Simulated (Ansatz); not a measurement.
## One crystal, many levels of theory: Selenium (P3_121, 3 atoms a cell)

Aim: the gap of Selenium (P3_121, 3 atoms a cell) at several levels of theory on one structure, with the time that each takes.

Method: density functionals, hybrids and G0W0, plane waves, PAW, in Ansatz 0.2.0.

**The experiments to reproduce.**

- Gap 1.68 eV: quasiparticle gap from dI/dV; STS; 78 K; film (ultrathin trigonal Se film on Te film) (“Selenium / Tellurium Two-Dimensional Structures: from Isovalent Se Dopants in Te to Atomically Thin Se Films”, 2023, arxiv:2307.02723).

- Gap 1.95 ± 0.04 eV: optical gap from Tauc plot, consistent with EQE derivative; UV-vis absorption; film (evaporated film annealed at 200 C for 2 min) (“Ultrathin high band gap solar cells with improved efficiencies from the world’s oldest photovoltaic material”, 2017, pmc:5613033).

Report form: the programs' logs are mostly left out.

In doubt: masses and optical values from hybrid runs of this build are listed as unsure (steps 11, 12), which bears on the screening that GW takes from such a start.

## (1) The structure

The structure is trigonal, space group P3_121 (No. 152). Conventional cell: a = 4.366 Å, b = 4.366 Å, c = 4.954 Å, α = 90.00°, β = 90.00°, γ = 120.00°. Se has 2 Se at 2.37 Å nearest.

The cell and positions come from the Crystallography Open Database and are kept as given unless a step says otherwise.

The logs state that the PAW files were generated under PBE.

## (2) LDA on the 6×6×6 mesh

This step: DFT, LDA, plane waves, PAW; PAW set soft_1.

Contents of input.yaml:

```yaml
crystal:
  lattice:
    - [4.3662, 0.0, 0.0]
    - [-2.1831, 3.781240118, 0.0]
    - [0.0, 0.0, 4.9536]
  atoms:
    - { symbol: Se, position: [0.2254, 0.0, 0.3333333333] }
    - { symbol: Se, position: [0.0, 0.2254, 0.6666666667] }
    - { symbol: Se, position: [0.7746, 0.7746, 0.0] }
kpoints:
  mp_grid: { grid: [6, 6, 6] }
  band_path:
    path:
      - [0.0, 0.0, 0.0]
      - [0.5, 0.0, 0.0]
      - [0.33333333, 0.33333333, 0.0]
      - [0.0, 0.0, 0.5]
      - [0.5, 0.0, 0.5]
      - [0.33333333, 0.33333333, 0.5]
      - [0.349999997, 0.299999997, 0.5]
    npoints: 1
hamiltonian:
  xc: lda
  pseudopotentials: { kind: paw, azcp: { folder: soft_1 }, xc_functional: pbe }
scf:
  occupations: { method: fixed }
  n_extra_bands: 5
output:
  eigenvalues: true
  forces: true
  stress: true
```

On the command line:

```sh
$ ansatz run input.yaml --threads 3 --pin off --max-ram 92160MiB --backend cuda --events-out ev --progress --plain --runs-dir out --devices 1 --max-vram 13GiB
```

Elapsed: 5.7 s, on 1 × NVIDIA H100 80GB HBM3 (shared by 6 runs) with 3 threads of AMD EPYC 7R13 (Zen 3), shared host; peak memory 0.93 GiB.

This step gave:

```yaml
pressure: -1.297 GPa
gap: 0.9219 eV
valence_top_at: L
conduction_bottom_at: H
least_direct_gap: 1.103 eV
```

Over mesh and listed points the gap is 0.922 eV, from k = (0.500, 0.000, 0.500) to k = (0.333, 0.333, 0.500). The least direct gap found is 1.103 eV, at k = (0.350, 0.300, 0.500).

## (3) PBEsol on the 6×6×6 mesh

This step: DFT, PBEsol, plane waves, PAW; PAW set soft_1.

Changes to input.yaml since step 2:

```diff
@@ -22,3 +22,3 @@
 hamiltonian:
-  xc: lda
+  xc: pbesol
   pseudopotentials: { kind: paw, azcp: { folder: soft_1 }, xc_functional: pbe }
```

The job ended after 4.7 s (1 × NVIDIA H100 80GB HBM3 (shared by 6 runs) with 3 threads; peak memory 0.93 GiB; 4.7 s of CPU time).

Numbers from this step:

```
pressure             : 0.1617 GPa
gap                  : 0.9687 eV
valence top at       : L
conduction bottom at : H
least direct gap     : 1.154 eV
```

Over mesh and listed points the gap is 0.969 eV, from k = (0.500, 0.000, 0.500) to k = (0.333, 0.333, 0.500). The least direct gap found is 1.154 eV, at k = (0.350, 0.300, 0.500). PBEsol against LDA: 0.969 − 0.922 = +0.047 eV, with the same mesh, files and cutoff, and both edges at the same k points.

## (4) PBE on the 6×6×6 mesh

Levels along a band path and on the mesh show where this functional puts the band edges.

This step: DFT, PBE, plane waves, PAW; PAW set soft_1.

Contents of input.yaml:

```yaml
crystal:
  lattice:
    - [4.3662, 0.0, 0.0]
    - [-2.1831, 3.781240118, 0.0]
    - [0.0, 0.0, 4.9536]
  atoms:
    - { symbol: Se, position: [0.2254, 0.0, 0.3333333333] }
    - { symbol: Se, position: [0.0, 0.2254, 0.6666666667] }
    - { symbol: Se, position: [0.7746, 0.7746, 0.0] }
kpoints:
  mp_grid: { grid: [6, 6, 6] }
  band_path:
    path:
      - [[0.0, 0.0, 0.0], [0.5, 0.0, 0.0], [0.33333333, 0.33333333, 0.0], [0.0, 0.0, 0.0], [0.0, 0.0, 0.5], [0.5, 0.0, 0.5], [0.33333333, 0.33333333, 0.5], [0.0, 0.0, 0.5]]
      - [[0.5, 0.0, 0.5], [0.5, 0.0, 0.0]]
      - [[0.33333333, 0.33333333, 0.5], [0.33333333, 0.33333333, 0.0]]
    npoints: 10
hamiltonian:
  xc: pbe
  pseudopotentials: { kind: paw, azcp: { folder: soft_1 } }
scf:
  occupations: { method: fermi_dirac, width: 0.02 }
  n_extra_bands: 5
output:
  eigenvalues: true
  forces: true
  stress: true
  write_density: true
  write_potential: true
  elf: true
  volumetric_format: npy
```

Run time: 8.1 s. Hardware: 1 × NVIDIA H100 80GB HBM3 (shared by 6 runs) with 3 threads; peak memory 0.96 GiB; 5.5 s of CPU time.

This step gave:

| Item | Value |
| --- | --- |
| pressure | 2.776 GPa |
| gap | 1.022 eV |
| valence top at | L |
| conduction bottom at | H |
| least direct gap | 1.211 eV |

Over mesh and path the gap is 1.022 eV, from k = (0.500, 0.000, 0.500) to k = (0.333, 0.333, 0.500). The least direct gap found is 1.211 eV, at k = (0.350, 0.300, 0.500). PBE against PBEsol: 1.022 − 0.969 = +0.053 eV, with the same mesh, files and cutoff, and both edges at the same k points.

## (5) PBE+SOC on the 6×6×6 mesh

This run has two-component orbitals with spin-orbit coupling.

This step: DFT, PBE with spin-orbit coupling, plane waves, PAW; PAW set soft_1.

Contents of input.yaml:

```yaml
crystal:
  lattice:
    - [4.3662, 0.0, 0.0]
    - [-2.1831, 3.781240118, 0.0]
    - [0.0, 0.0, 4.9536]
  atoms:
    - { symbol: Se, position: [0.2254, 0.0, 0.3333333333] }
    - { symbol: Se, position: [0.0, 0.2254, 0.6666666667] }
    - { symbol: Se, position: [0.7746, 0.7746, 0.0] }
kpoints:
  mp_grid: { grid: [6, 6, 6] }
  band_path:
    path:
      - [0.0, 0.0, 0.0]
      - [0.5, 0.0, 0.0]
      - [0.33333333, 0.33333333, 0.0]
      - [0.0, 0.0, 0.5]
      - [0.5, 0.0, 0.5]
      - [0.33333333, 0.33333333, 0.5]
      - [0.349999997, 0.299999997, 0.5]
    npoints: 1
hamiltonian:
  xc: pbe
  pseudopotentials: { kind: paw_fr, azcp: { folder: soft_1 } }
scf:
  occupations: { method: fermi_dirac, width: 0.02 }
  n_extra_bands: 10
magnetization:
  noncollinear: true
  spin_orbit: true
output:
  eigenvalues: true
  forces: true
  stress: true
```

Wall time 11 s (1 × NVIDIA H100 80GB HBM3 (shared by 6 runs) with 3 threads); peak memory 0.99 GiB.

This step gave:

- pressure: 2.846 GPa
- gap: 1.007 eV
- valence top at: L
- conduction bottom at: H
- least direct gap: 1.127 eV

Over mesh and listed points the gap is 1.007 eV, from k = (0.500, 0.000, 0.500) to k = (0.333, 0.333, 0.500). The least direct gap found is 1.127 eV, at k = (0.333, 0.333, 0.500). PBE+SOC against PBE: 1.007 − 1.022 = −0.015 eV, with the same mesh, set of files (read in its fully relativistic form for the spin-orbit run) and cutoff, and both edges at the same k points. The spin-orbit run sees mesh and listed points alone, so its gap is an upper bound: the coupling can move an edge off these points, the more so as this crystal has no centre of inversion, and the change over the zone, its sign included where it is small, is not known.

## (6) r2SCAN on the 6×6×6 mesh

r2SCAN is a meta-GGA: it depends on the kinetic-energy density as well as on the density and its gradient.

This step: DFT, r2SCAN, plane waves, PAW; PAW set soft_1.

Changes to input.yaml since step 5:

```diff
@@ -22,10 +22,7 @@
 hamiltonian:
-  xc: pbe
-  pseudopotentials: { kind: paw_fr, azcp: { folder: soft_1 } }
+  xc: r2scan
+  pseudopotentials: { kind: paw, azcp: { folder: soft_1 } }
 scf:
-  occupations: { method: fermi_dirac, width: 0.02 }
-  n_extra_bands: 10
-magnetization:
-  noncollinear: true
-  spin_orbit: true
+  occupations: { method: fixed }
+  n_extra_bands: 5
 output:
```

It took 4.3 s on 1 × NVIDIA H100 80GB HBM3 (shared by 6 runs) with 3 threads; peak memory 0.98 GiB.

Numbers from this step:

* pressure: 1.269 GPa
* gap: 1.271 eV
* valence top at: L
* conduction bottom at: H
* least direct gap: 1.477 eV

Over mesh and listed points the gap is 1.271 eV, from k = (0.500, 0.000, 0.500) to k = (0.333, 0.333, 0.500). The least direct gap found is 1.477 eV, at k = (0.350, 0.300, 0.500). r2SCAN against PBE: 1.271 − 1.022 = +0.249 eV. The runs also differ in plane-wave cutoff (420 eV and 500 eV), so how much of this comes from the functional alone is not known.

## (7) HSE06 on the 6×6×4 mesh

HSE06 mixes in a quarter of exact exchange at short range.

This step: DFT, HSE06, plane waves, PAW; PAW set soft_1.

Changes to input.yaml since step 6:

```diff
@@ -10,3 +10,3 @@
 kpoints:
-  mp_grid: { grid: [6, 6, 6] }
+  mp_grid: { grid: [6, 6, 4] }
   band_path:
@@ -22,3 +22,3 @@
 hamiltonian:
-  xc: r2scan
+  xc: hse06
   pseudopotentials: { kind: paw, azcp: { folder: soft_1 } }
@@ -29,3 +29 @@
   eigenvalues: true
-  forces: true
-  stress: true
```

The job ended after 19 s (1 × NVIDIA H100 80GB HBM3 (shared by 6 runs) with 3 threads; peak memory 1.3 GiB).

This step gave:

```yaml
gap: 1.779 eV
valence_top_at: L
conduction_bottom_at: H
least_direct_gap: 2.011 eV
exact_exchange_fraction: 0.25
```

Over mesh and listed points the gap is 1.779 eV, from k = (0.500, 0.000, 0.500) to k = (0.333, 0.333, 0.500). The least direct gap found is 2.011 eV, at k = (0.350, 0.300, 0.500). HSE06 against PBE: 1.779 − 1.022 = +0.757 eV. The runs also differ in mesh (6×6×6 and 6×6×4), so how much of this comes from the functional alone is not known.

## (8) PBE0 on the 6×6×4 mesh

PBE0 mixes in a quarter of exact exchange at all distances.

This step: DFT, PBE0, plane waves, PAW; PAW set soft_1.

Changes to input.yaml since step 7:

```diff
@@ -22,3 +22,3 @@
 hamiltonian:
-  xc: hse06
+  xc: pbe0
   pseudopotentials: { kind: paw, azcp: { folder: soft_1 } }
@@ -29 +29,5 @@
   eigenvalues: true
+  write_density: true
+  write_potential: true
+  elf: true
+  volumetric_format: npy
```

Wall time 26 s (1 × NVIDIA H100 80GB HBM3 (shared by 6 runs) with 3 threads); peak memory 1.3 GiB.

Numbers from this step:

| Property | Result |
| --- | --- |
| gap | 2.427 eV |
| valence top at | L |
| conduction bottom at | H |
| least direct gap | 2.662 eV |
| exact-exchange fraction | 0.25 |

Over mesh and listed points the gap is 2.427 eV, from k = (0.500, 0.000, 0.500) to k = (0.333, 0.333, 0.500). The least direct gap found is 2.662 eV, at k = (0.350, 0.300, 0.500). PBE0 against HSE06: 2.427 − 1.779 = +0.648 eV, with the same mesh, files and cutoff, and both edges at the same k points.

## (9) DDH-PBE0 on the 6×6×4 mesh

The input asks for a share of exact exchange of one over the crystal's ε∞, which the program works out first.

This step: DFT, dielectric-dependent PBE0 (fraction 1/eps_inf of PBE), plane waves, PAW; PAW set soft_1.

Changes to input.yaml since step 8:

```diff
@@ -9,2 +9,3 @@
     - { symbol: Se, position: [0.7746, 0.7746, 0.0] }
+  host: atoms
 kpoints:
@@ -22,3 +23,6 @@
 hamiltonian:
-  xc: pbe0
+  xc:
+    exchange: pbe
+    correlation: pbe
+    exx: { coeff: inverse_dielectric }
   pseudopotentials: { kind: paw, azcp: { folder: soft_1 } }
@@ -29,5 +33 @@
   eigenvalues: true
-  write_density: true
-  write_potential: true
-  elf: true
-  volumetric_format: npy
```

Elapsed: 95 s, on 1 × NVIDIA H100 80GB HBM3 (shared by 6 runs) with 3 threads; peak memory 2.1 GiB.

Numbers from this step:

```yaml
gap: 1.508 eV
valence_top_at: L
conduction_bottom_at: H
least_direct_gap: 1.713 eV
exact_exchange_fraction: 0.09151
```

Over mesh and listed points the gap is 1.508 eV, from k = (0.500, 0.000, 0.500) to k = (0.333, 0.333, 0.500). The least direct gap found is 1.713 eV, at k = (0.350, 0.300, 0.500). DDH-PBE0 against PBE0: 1.508 − 2.427 = −0.919 eV, with the same mesh, files and cutoff, and both edges at the same k points.

## (10) G0W0@PBE, 6×6×4 mesh, 525 empty bands, screening to 200 eV, PAW set soft_1 files

G0W0 replaces the xc potential by a self-energy built once from the orbitals of the start. Levels are corrected in the window of bands that the input names, at points of the mesh.

This step: G0W0 on PBE, plane waves, PAW; PAW set soft_1.

Contents of input.yaml:

```yaml
crystal:
  lattice:
    - [4.3662, 0.0, 0.0]
    - [-2.1831, 3.781240118, 0.0]
    - [0.0, 0.0, 4.9536]
  atoms:
    - { symbol: Se, position: [0.2254, 0.0, 0.3333333333] }
    - { symbol: Se, position: [0.0, 0.2254, 0.6666666667] }
    - { symbol: Se, position: [0.7746, 0.7746, 0.0] }
kpoints:
  mp_grid: { grid: [6, 6, 4] }
hamiltonian:
  xc: pbe
  pseudopotentials: { kind: paw, azcp: { folder: soft_1 } }
scf:
  occupations: { method: fixed }
gw:
  n_empty_bands: 525
  ecut_chi: 200.0
  qp_bands: [v2, c2]
  qp_kpoints: band_edges
  screening: { model: contour_deformation }
```

Wall time 64 s (1 × NVIDIA H100 80GB HBM3 (shared by 6 runs) with 3 threads); peak memory 2.5 GiB.

This step gave:

| Item | Value |
| --- | --- |
| bands summed | 549 |
| RPA ε∞ on this mesh (eigenvalues) | 9.138, 9.138, 13.71 |
| plane waves in the screening matrix | 539 |
| G0W0 gap over the corrected points | 1.717 eV |
| k of the valence top | 0, -0.5, -0.5 |
| k of the conduction bottom | 0.3333, 0.3333, -0.5 |
| starting gap on the mesh | 1.022 eV |
| Z at the valence top | 0.7378 |
| Z at the conduction bottom | 0.7429 |
| least direct G0W0 gap over the corrected points | 1.971 eV |

Over 12 of 24 irreducible mesh points the G0W0 gap is 1.717 eV, from k = (0.000, -0.500, -0.500) to k = (0.333, 0.333, -0.500). The PBE gap of this run on the mesh is 1.022 eV. The two states that bound the G0W0 gap lie that far apart at the start, so the correction of the gap is 1.717 − 1.022 = +0.695 eV.

## (11) G0W0@HSE06, 6×6×4 mesh, 244 empty bands, screening to 120 eV, PAW set soft_1 files

This step: G0W0 on HSE06, plane waves, PAW; PAW set soft_1.

Changes to input.yaml since step 10:

```diff
@@ -12,3 +12,3 @@
 hamiltonian:
-  xc: pbe
+  xc: hse06
   pseudopotentials: { kind: paw, azcp: { folder: soft_1 } }
@@ -17,4 +17,4 @@
 gw:
-  n_empty_bands: 525
-  ecut_chi: 200.0
+  n_empty_bands: 244
+  ecut_chi: 120
   qp_bands: [v2, c2]
```

Elapsed: 75 s, on 1 × NVIDIA H100 80GB HBM3 (shared by 6 runs) with 3 threads; peak memory 1.8 GiB; 1.8 min of CPU time.

This step gave:

```
bands summed                                    : 268
RPA ε∞ on this mesh (eigenvalues)               : 6.141, 6.141, 9.307
plane waves in the screening matrix             : 237
G0W0 gap over the corrected points              : 2.152 eV
k of the valence top                            : 0, -0.5, -0.5
k of the conduction bottom                      : 0.3333, 0.3333, -0.5
starting gap on the mesh                        : 1.779 eV
Z at the valence top                            : 0.7741
Z at the conduction bottom                      : 0.7782
least direct G0W0 gap over the corrected points : 2.438 eV
```

Over 12 of 24 irreducible mesh points the G0W0 gap is 2.152 eV, from k = (0.000, -0.500, -0.500) to k = (0.333, 0.333, -0.500). The HSE06 gap of this run on the mesh is 1.779 eV. The two states that bound the G0W0 gap lie that far apart at the start, so the correction of the gap is 2.152 − 1.779 = +0.373 eV. G0W0@HSE06 against G0W0@PBE with 268 bands (a further run, in the table below): 2.152 − 1.711 = +0.441 eV, with the same mesh, files and cutoffs, and both edges at the same k points.

## (12) G0W0@PBE0, 6×6×4 mesh, 244 empty bands, screening to 120 eV, PAW set soft_1 files

This step: G0W0 on PBE0, plane waves, PAW; PAW set soft_1.

Changes to input.yaml since step 11:

```diff
@@ -12,3 +12,3 @@
 hamiltonian:
-  xc: hse06
+  xc: pbe0
   pseudopotentials: { kind: paw, azcp: { folder: soft_1 } }
```

The job ended after 74 s (1 × NVIDIA H100 80GB HBM3 (shared by 6 runs) with 3 threads; peak memory 1.8 GiB).

This step gave:

| Quantity | Value |
| --- | --- |
| bands summed | 268 |
| RPA ε∞ on this mesh (eigenvalues) | 5.364, 5.364, 8.013 |
| plane waves in the screening matrix | 237 |
| G0W0 gap over the corrected points | 2.351 eV |
| k of the valence top | 0, -0.5, -0.5 |
| k of the conduction bottom | 0.3333, 0.3333, -0.5 |
| starting gap on the mesh | 2.427 eV |
| Z at the valence top | 0.7920 |
| Z at the conduction bottom | 0.7963 |
| least direct G0W0 gap over the corrected points | 2.646 eV |

Over 12 of 24 irreducible mesh points the G0W0 gap is 2.351 eV, from k = (0.000, -0.500, -0.500) to k = (0.333, 0.333, -0.500). The PBE0 gap of this run on the mesh is 2.427 eV. The two states that bound the G0W0 gap lie that far apart at the start, so the correction of the gap is 2.351 − 2.427 = −0.076 eV. G0W0@PBE0 against G0W0@HSE06 with 268 bands: 2.351 − 2.152 = +0.199 eV, with the same mesh, files and cutoffs, and both edges at the same k points. The program's warnings for this run: coarse exchange mesh.

(Continued in part 2 of 2.)

[Paths, hosts, dates, memory and timing lines, banners, echoed tables and standing remarks are left out of the program output.]

[Logs are printed without paths, hosts, clocks, repeated set-up lines and the standing remarks that a program may print on its own settings, such as how far it seeks lower states.]

[Runs of the session that timed out or met a known fault of the program may be left out.]

[Cells called generated may have been cut or substituted from an entry of the Crystallography Open Database or the Materials Project.]

[Hosts, paths, dates, database ids (printed as entryN), source tags and the programs' standing remarks are cut or masked in the printed files.]

[Where an RPA ε∞ is given, it is that of the G0W0 mesh and is not shown converged in it. Names of k-points follow the symmetry that the program found, which can be lower than the space group named. Band edges on a path are those of the sampled points; other points can move an edge, and change direct to indirect where valleys lie close.]

[Hybrid gaps are those of their k-mesh and are not shown converged in it.]
